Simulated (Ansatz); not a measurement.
## SnSe2 monolayer (1T): from the cell to its phonons

The cell of SnSe2 monolayer (1T) is at rest. What are its phonons? After the zone centre comes a 3×3×1 q mesh on a 9×9×1 k mesh.

Method: DFT PBE, scalar-relativistic, plane waves, PAW, in Ansatz 0.2.0.

### Step 1. The structure

The cell holds 3 atoms: 1 Sn and 2 Se. Its edges and angles: a = 3.868 Å, b = 3.868 Å, c = 29.927 Å, α = 90.0°, β = 90.0°, γ = 120.0°. Vacuum lies along c.

### Step 2. Zone-centre response

The cell comes from relaxations at this level that are not shown. The zone centre comes first: it holds the modes that light can see, as far as symmetry allows. The response to a homogeneous field gives the Born charges and the dielectric tensor, and its change with displacement the Raman tensors.

input.yaml

```yaml
crystal:
  lattice:
    - [3.8684807293, 0.0, 0.0]
    - [-1.9342403647, 3.3502025856, 0.0]
    - [0.0, 0.0, 29.9272]
  atoms:
    - { symbol: Sn, position: [0.0, 0.0, 0.3341441899] }
    - { symbol: Se, position: [0.3333333333, 0.6666666667, 0.3874413342] }
    - { symbol: Se, position: [0.6666666667, 0.3333333333, 0.2808470456] }
  periodic: [true, true, false]
kpoints:
  mp_grid: { grid: [9, 9, 1] }
hamiltonian:
  xc: pbe
scf:
  occupations: { method: fixed }
output:
  eigenvalues: true
phonons:
  method: dfpt
  dielectric: true
  raman: true
```

On the command line:

```bash
$ ansatz run input.yaml --threads 8 --pin off --max-ram 14336MiB --backend cpu --events-out ev --progress --plain --runs-dir out
```

Numbers of over 12 decimals in the logs are rounded to 6 here.

Output:

```text
Warning: phonons.dielectric: true without phonons.rigid_motions: the static dielectric tensor ε⁰ will be withheld (ε∞, Z* and the rows of modes are given); for a crystal or a slab, whose only rigid motions are the translations, set phonons.rigid_motions: translations
Warning: crystal.symmetry: narrowed to the stabiliser of the run's FFT grids — unitary ops 12 → 6. A phonons.method: dfpt run fills in the rows of the dynamical matrix that it does not solve by its symmetry operations, which is exact only for operations that map its FFT grids onto themselves: filled in by any other, the frequencies could depend on the order in which like atoms are typed, or, by more than the grids' own error, on where the crystal sits among the grids' points. Excluded: 6 operations. The run can therefore solve more perturbations, solve them on more k-points, or both, and cost more. [rest of the remark cut]
Engine: ansatz 0.2.0, aarch64-unknown-linux-gnu
Pseudopotentials: kind: paw
Pseudopotential: Sn, paw, valence charge 14, recommended cutoff 420 eV (normal), Sn.paw.azcp
Pseudopotential: Se, paw, valence charge 16, recommended cutoff 420 eV (normal), Se.paw.azcp
Functional definition: PBE
  parameter kappa = 0.804
  parameter beta = 0.066725
  exchange = pbe_x(kappa = kappa, mu = beta*pi^2/3)
  correlation = pbe_c(beta = beta)
Crystal: 3 atoms, lattice volume = 387.862 Å³
Basis set: ecut = 420 eV, 7673 PW (Γ), exchange–correlation on 54×54×432 points (8 copies of the dense FFT grid, shifted against one another)
Bands: 28, of which v1, the nominal top of the filled ones, is band 23 counted from 1 (22 counted from 0)
Symmetry: 12 space group operations
k-points: 25 of 81 (irreducible under 2 space group operations, time reversal used)
Non-local potential: Sn, projectors of the file, l = 0: 2, l = 1: 2, l = 2: 2, l = 3: 2
Non-local potential: Se, projectors of the file, l = 0: 2, l = 1: 2, l = 2: 3, l = 3: 1
PAW form: soft (Blöchl's): semilocal exchange-correlation on the pseudo side does not see the compensation charge
PAW one-centre angular grid: Sn, 590 points (default); XC on 64 Gauss nodes
PAW one-centre angular grid: Se, 590 points (default); XC on 64 Gauss nodes
Initial density: superposition of atomic densities (neutral atoms: chi_scale 0, normalization atom), corrected by the library's trained network
Initial wavefunctions: pseudopotential atomic-orbital guess
Functional: x = pbe(κ = 0.804, μ = 0.219515), c = pbe(β = 0.066725)
SCF iter   1: F=—  HF=-16963.387412 eV  |F-HF|=—  |Δ(HF+E_count)|=         —  Δρ=6.48e-4  dr2=4.16e-3  ethr=1.77e-3  ⟨swp⟩=7.2  Hψ=2955  notcnv=0  defer=72
preconditioner: auto → Resta (q_TF=auto, 1.912 Å⁻¹)  ε∞=1.6  [insulator: Δε(μ)=0.847 eV  Ē_g=9.729 eV  n_scr=36 (ndim 8)  ℏωp=7.5 eV  f_vac=0.772  ε∞_Penn≈1.6  vacuum switching on, ρ_ref=6.9e-3 e/Å³]
SCF iter   2: F=—  HF=-16963.384526 eV  |F-HF|=—  |Δ(HF+E_count)|=   2.89e-3  Δρ=3.94e-4  dr2=9.56e-4  ethr=9.04e-6  ⟨swp⟩=5.7  Hψ=2012  notcnv=0  defer=74
SCF iter   3: F=—  HF=-16963.384735 eV  |F-HF|=—  |Δ(HF+E_count)|=   2.09e-4  Δρ=2.08e-4  dr2=1.08e-4  ethr=2.08e-6  ⟨swp⟩=2.2  Hψ=889  notcnv=0  defer=74
SCF iter   4: F=—  HF=-16963.385148 eV  |F-HF|=—  |Δ(HF+E_count)|=   4.12e-4  Δρ=5.37e-5  dr2=8.41e-6  ethr=2.35e-7  ⟨swp⟩=3.0  Hψ=1216  notcnv=0  defer=74
SCF iter   5: F=—  HF=-16963.385157 eV  |F-HF|=—  |Δ(HF+E_count)|=   9.09e-6  Δρ=1.17e-5  dr2=6.02e-7  ethr=1.83e-8  ⟨swp⟩=3.2  Hψ=1214  notcnv=0  defer=75
SCF iter   6: F=—  HF=-16963.385202 eV  |F-HF|=—  |Δ(HF+E_count)|=   4.56e-5  Δρ=2.46e-6  dr2=2.39e-8  ethr=1.31e-9  ⟨swp⟩=3.1  Hψ=1290  notcnv=0  defer=74
SCF iter   7: F=—  HF=-16963.385203 eV  |F-HF|=—  |Δ(HF+E_count)|=   1.20e-7  Δρ=3.31e-7  dr2=3.58e-10  ethr=5.20e-11  ⟨swp⟩=2.8  Hψ=1153  notcnv=0  defer=74
SCF iter   8: F=-16963.385203 eV  HF=-16963.385203 eV  |F-HF|=7.28e-11  |Δ(HF+E_count)|=   9.20e-9  Δρ=4.94e-8  dr2=1.04e-11  ethr=1.00e-12  ⟨swp⟩=27.8  Hψ=6978  notcnv=0
SCF 1 converged in 8 iterations: F = -16963.385203 eV  dr2 = 1.04e-11
  greatest PAW one-centre occupation: 1.000 electrons in one spin orbital (limit 2), on the Se atom at site 2 (counted from 0), in its partial waves of l = 2
NSCF: frozen V_eff on 2 k-points
DFPT response loops at Γ: preconditioner auto → none (the input reference at scf.mixing.eps_inf says where Resta's filter doesn't serve); β = 0.50; Broyden in place of MSR1
── the response to a field inside a basis, on 16×16×2 k-points: an SCF that follows is theirs, and a resumed run solves both again ──
Bands: 24, of which v1, the nominal top of the filled ones, is band 23 counted from 1 (22 counted from 0)
k-points: 136
Initial density: handed on by an earlier stage of this run
Initial wavefunctions: pseudopotential atomic-orbital guess (no wavefunctions were taken with the density)
Eigensolver: Dense (136 Hₖ)
SCF iter   1: F=—  HF=-16963.374768 eV  |F-HF|=—  |Δ(HF+E_count)|=         —  Δρ=4.99e-5  dr2=3.94e-6  ethr=1.00e-1
preconditioner: auto → Resta (q_TF=auto, 1.912 Å⁻¹)  ε∞=2.3  [insulator: Δε(μ)=0.820 eV  Ē_g=6.566 eV  n_scr=36 (ndim 8)  ℏωp=7.5 eV  f_vac=0.771  ε∞_Penn≈2.3  vacuum switching on, ρ_ref=3.1e-3 e/Å³]
SCF iter   2: F=—  HF=-16963.374772 eV  |F-HF|=—  |Δ(HF+E_count)|=   3.65e-6  Δρ=2.59e-5  dr2=1.09e-6  ethr=8.56e-9
SCF iter   3: F=—  HF=-16963.374773 eV  |F-HF|=—  |Δ(HF+E_count)|=   1.64e-6  Δρ=5.71e-6  dr2=1.45e-7  ethr=2.37e-9
SCF iter   4: F=—  HF=-16963.374773 eV  |F-HF|=—  |Δ(HF+E_count)|=   5.97e-8  Δρ=1.15e-6  dr2=5.46e-9  ethr=3.14e-10
SCF iter   5: F=—  HF=-16963.374773 eV  |F-HF|=—  |Δ(HF+E_count)|=   1.77e-8  Δρ=3.95e-7  dr2=6.13e-10  ethr=1.19e-11
SCF iter   6: F=-16963.374773 eV  HF=-16963.374773 eV  |F-HF|=1.82e-11  |Δ(HF+E_count)|=   2.43e-9  Δρ=6.77e-8  dr2=2.57e-11  ethr=1.33e-12
SCF 1 converged in 6 iterations: F = -16963.374773 eV  dr2 = 2.57e-11
DFPT response loops at Γ: mixed as the last ones told, above
DFPT response loops at Γ: mixed as the last ones told, above
SCF converged after 8 iterations
Free energy (F): -16963.385203 eV
Harris-Foulkes:  -16963.385203 eV  (|F-HF|=7.28e-11)
Internal energy: -16963.385203 eV  (E = F + TS)
E sigma→0 (E₀):  -16963.385203 eV
Fermi energy:    -6.049167 eV
--- Per-component energies (eV) ---
  E_band       = -1499.597619
  E_kinetic    = 422.943389
  E_local      = -92308.332597  (includes V_loc(G=0)·N_el)
  E_nonlocal   = -1222.398077
  E_hartree    = 45911.566747
  E_xc         = -588.772516
  E_vxc        = -289.859757  (∫ρ·V_xc dr)
  E_paw        = -7963.818608  (= ΣΔE_a)
  E_vpaw       = 74.917518  (= ΣTr[D̂ρ^β])
  E_aug_tail   = -0.001206  (compensation charges beyond the density's cutoff)
  E_ewald      = 38785.427664
  E_smearing   = -0.000000  (= −TS)
  E_closure    = -0.000000  (closes the sum)
  Σ components = -16963.385203   (vs F -16963.385203, Δ=0.00e0)
--- Band table (eV; the first three rows and the last of 25) ---
  k-point 0: bands = [... 19 lower, -6.5110, -6.5110, -6.1316, -6.1316, -4.5437, -2.9959, -1.4768, -1.4768, ... 1 higher]
  k-point 1: bands = [... 19 lower, -7.0325, -6.8687, -6.6983, -6.0492, -4.0065, -2.3864, -1.5998 (-1.5998°), -1.2105, ... 1 higher]
  k-point 2: bands = [... 19 lower, -7.6692, -7.4342, -6.8510, -6.1060, -4.0826, -2.0726, -0.7077 (-0.7077°), -0.6950, ... 1 higher]
  k-point 24: bands = [... 19 lower, -9.0936, -8.0646, -7.1878, -6.4566, -4.0826, -1.3077, -0.5684, -0.1409, ... 1 higher]
  ° read free of the cell's end (the report's vacuum.weakly_bound_levels)
--- Phonons (Γ-DFPT): 6 representative perturbations + reference, on 25 of 81 k-points (Σ response iterations 22) ---
  ASR residual: 2.338e-4 → 0.000e0 eV/Å²; symmetrization residual: 1.111e-4 eV/Å²
  The last average, over the group as it would stand without the narrowing to the FFT grids, took up to 9.574e-6 eV/Å² of the zone centre's force constants
  ASR residual per site (eV/Å²): 2.34e-4 4.47e-5 5.98e-5
  Γ frequencies (cm⁻¹): 0.00 0.00 0.00 104.35 104.35 137.54 137.54 176.66 247.98
  ε∞ (high-frequency dielectric tensor):
        3.093715     0.000000     0.000000
        0.000000     3.093715     0.000000
        0.000000    -0.000000     1.176869
  α∞ (the layer's polarisability for a field applied outside it; Å, Gaussian; ε∞ is over the cell's 29.927 Å):
        4.986247     0.000000     0.000000
        0.000000     4.986247     0.000000
        0.000000    -0.000000     0.421218
  ε⁰ (static dielectric tensor): not given — the deck does not say what the cell's rigid motions are, and on a molecule in a box or a wire the rigid rotations would enter the sum over the modes at Γ. For a crystal or a slab, whose only rigid motions are the translations, set phonons.rigid_motions: translations.
  Born effective charges Z* (e; rows j = field, columns β = displacement):
    site 0:
         4.98662    0.00000    0.00000
         0.00000    4.98662   -0.00000
         0.00000   -0.00000    0.28931
    site 1:
        -2.49331   -0.00000   -0.00000
        -0.00000   -2.49331    0.00000
        -0.00000    0.00000   -0.14466
    site 2:
        -2.49331   -0.00000   -0.00000
        -0.00000   -2.49331    0.00000
        -0.00000    0.00000   -0.14466
  Z* charge neutrality: 1.742e-3 e pre-enforcement
  solved inside a basis spanned on kpoints, on 16×16×2 k-points transformed towards the longest dipole: ε∞ is read to err by 1.2e-2, Z* by 4.9e-2 e (field_mesh: kpoints solves on kpoints); Z* is corrected for what the basis lacks
  Raman tensors (in the event stream and the table raman_tensors.tsv): an entry may err by 7.4e-1 Å², one of the second-order susceptibility by 1.8e-19 pm/V (basis, points and sum rule); their sum over the sites missed zero by 7.105e-15 Å² ahead of its enforcement
  optical modes at Γ without the LO–TO term, one row a degenerate level:
      ω (cm⁻¹)  modes    IR ((D/Å)²/amu)  static Raman (Å⁴/amu)  depolarisation
        104.35      2             0.0000                52.9162           0.750
        137.54      2            16.9298                 0.0000               —
        176.66      1             0.0000              1108.5655           0.117
        247.98      1             0.0285                 0.0000               —
```

Wall time 10 min (8 threads of Arm Neoverse V2, shared host); peak memory 4 GiB; 75 min of CPU time.

The column dr2 measures how far the density is from self-consistency, as an energy; F and HF (Harris–Foulkes) agree once it is small.

Numbers from this step:

* gap on the k-mesh: 0.8462 eV
* sum-rule residual before enforcement: 2.34e-4 eV/Å²
* miss of the charge sum rule: 0.001742 e
* estimated error of the dielectric tensor: 0.01246
* estimated error of the Born charges: 0.04851 e
* point group: -3m
* area per atom: 4.32 Å²
* highest optical mode at the zone centre (no LO-TO term): 248.0 cm⁻¹
* lowest optical zone-centre mode: 104.3 cm⁻¹
* largest Born charge (third of the trace): 3.421 e

Without the LO-TO term. Patterns of degenerate modes are one choice out of their space. Modes at Γ, with each element's share of the kinetic energy:

```tsv
mode	frequency (cm⁻¹)	symmetry	Sn %	Se %
1	0.0	acoustic	43	57
2	0.0	acoustic	43	57
3	0.0	acoustic	43	57
4	104.3	Eg	0	100
5	104.3	Eg	0	100
6	137.5	Eu	57	43
7	137.5	Eu	57	43
8	176.7	A1g	0	100
9	248.0	A2u	57	43
```

Displacements in mode 4 (104.3 cm⁻¹), the largest set to 1:
```
Sn1  0.00  0.00  0.00
Se2  0.67  1.00  0.00
Se3 -0.67 -1.00  0.00
```

Displacements in mode 7 (137.5 cm⁻¹), the largest set to 1:
```
Sn1  1.00  0.21  0.00
Se2 -0.75 -0.16  0.00
Se3 -0.75 -0.16  0.00
```

High-frequency dielectric tensor, averaged over the cell of height 29.9 Å or as lengthened by the program, vacuum included. Tensor:

```tsv
	x	y	z
x	3.094	0	0
y	0	3.094	0
z	0	0	1.177
```

Born charge (rows field, columns displacement) (e), principal values of the symmetric part by kind of site:

```tsv
atom	atoms with these values	low	middle	high	mean
Sn1	1	0.29	4.99	4.99	3.42
Se2	2	-2.49	-2.49	-0.14	-1.71
```

In full for Se2:

```
-2.49  0.00  0.00
 0.00 -2.49  0.00
 0.00  0.00 -0.14
```

Transverse modes. Lines of the infrared spectrum (strongest = 100):

```tsv
position (cm⁻¹)	label	relative intensity
104	Eg	0.0
138	Eu	100
177	A1g	0.0
248	A2u	0.2
```

Activity x (w_L - w)^4 (n + 1)/w, 532 nm, 300 K; the tensors are static ones, while 532 nm light lies above the computed direct gap, where resonance would change the heights. Raman lines, with heights relative to the strongest:

```tsv
position (cm⁻¹)	label	relative intensity
104	Eg	12
138	Eu	0.0
177	A1g	100
248	A2u	0.0
```

Before it was imposed, the acoustic sum rule was missed by 2.3e-4 eV/Å² and the charge sum rule by 0.0017 e. Small misses are needed for a sound result but don't prove that mesh and cutoff are converged. The lowest optical mode is real, 104 cm⁻¹.

(Part 1 of 2 ends here.)

[Logs are printed without paths, hosts, clocks, repeated set-up lines and the standing remarks that a program may print on its own settings, such as how far it seeks lower states.]

[Hosts, paths, dates, database ids (printed as entryN), source tags and the programs' standing remarks are cut or masked in the printed files.]
